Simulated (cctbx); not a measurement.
**Which space group?**

Cell: a = 9.6700 Å, b = 9.6700 Å, c = 6.5130 Å, α = 90.00°, β = 90.00°, γ = 120.00°. Expected content of the cell: Dy6 Pr10.

Simulated single-crystal data (cctbx): Ga Kα, λ = 1.3414 Å, to d = 0.8 Å, 80 % of the full sphere, strongest reflection 5000 counts, noise from counting, a 1.5 % proportional error and a noise floor of 8 counts (s.d.); no absorption.

Tests on the unmerged data give:

```text
3433 reflections to d = 0.802 A
centring   violations  <I/sigma> of those
    A       1024 of  1717      8.4
    B       1034 of  1722      8.4
    C       1114 of  1729      9.4
    I       1021 of  1717      8.3
    R       1412 of  2279      9.1
    F       1586 of  2584      8.7
Laue class    unique    Rint  (classes that these axes allow; Friedel mates merged)
P -1             2059   0.041
P 1 1 2/m        1164   0.047
P -3              723   0.052
P -3 1 m          405   0.055
P -3 m 1          432   0.054
P 6/m             398   0.055
P 6/m m m         256   0.056
space group    extra absences  I>4sigma  <I/sigma>
P 6 2 2                 0          0         -  acentric
P 63 2 2                4          0      -0.0  acentric
P 6 m m                 0          0         -  acentric
P 63 c m              301          0      -0.0  acentric
P -6 m 2                0          0         -  acentric
P -6 c 2              301          0      -0.0  acentric
P -6 2 m                0          0         -  acentric
P 6/m m m               0          0         -  centric
P 63/m c m            301          0      -0.0  centric
Wilson B = 0.26 A^2   <|E^2-1|> = 0.762 (0.968 centric, 0.736 acentric)   E^2>4: 1.3 %
shell (A)         n   <I/sigma>
 8.37 - 1.60     41     31.6
 1.60 - 1.27     35     40.2
 1.27 - 1.11     30     34.5
 1.11 - 1.01     33     25.7
 1.01 - 0.94     28     38.8
 0.94 - 0.88     27     24.4
 0.88 - 0.84     31     22.6
 0.84 - 0.80     31     29.8
```

Q: Read the symmetry from these tables.

Every centring test has many violations, so the lattice is primitive.

Rint stays low (0.041 to 0.056) up to P 6/m m m, the highest class in these axes.

9 settings pass the absence test. The most absences obeyed, 301, belong to P 63 c m, P -6 c 2 and P 63/m c m, which absences can't tell apart.

⟨|E²−1|⟩ = 0.762 leans to a non-centrosymmetric structure. Here that hint misleads: the statistic assumes many like atoms on general positions, and few, heavy or special-position atoms break it. The Wilson B of 0.26 Å² means U ≈ 0.0033 Å².

The true group is P6_3/mcm (no. 193), Laue class 6/mmm, centrosymmetric. The tables only narrow the choice to the tied entries; cell content, site symmetry and trial solutions must settle it.

This is a model crystal, built by substitution and not relaxed, with assumed displacement parameters.

[Logs are printed without paths, hosts, clocks, repeated set-up lines and the standing remarks that a program may print on its own settings, such as how far it seeks lower states.]
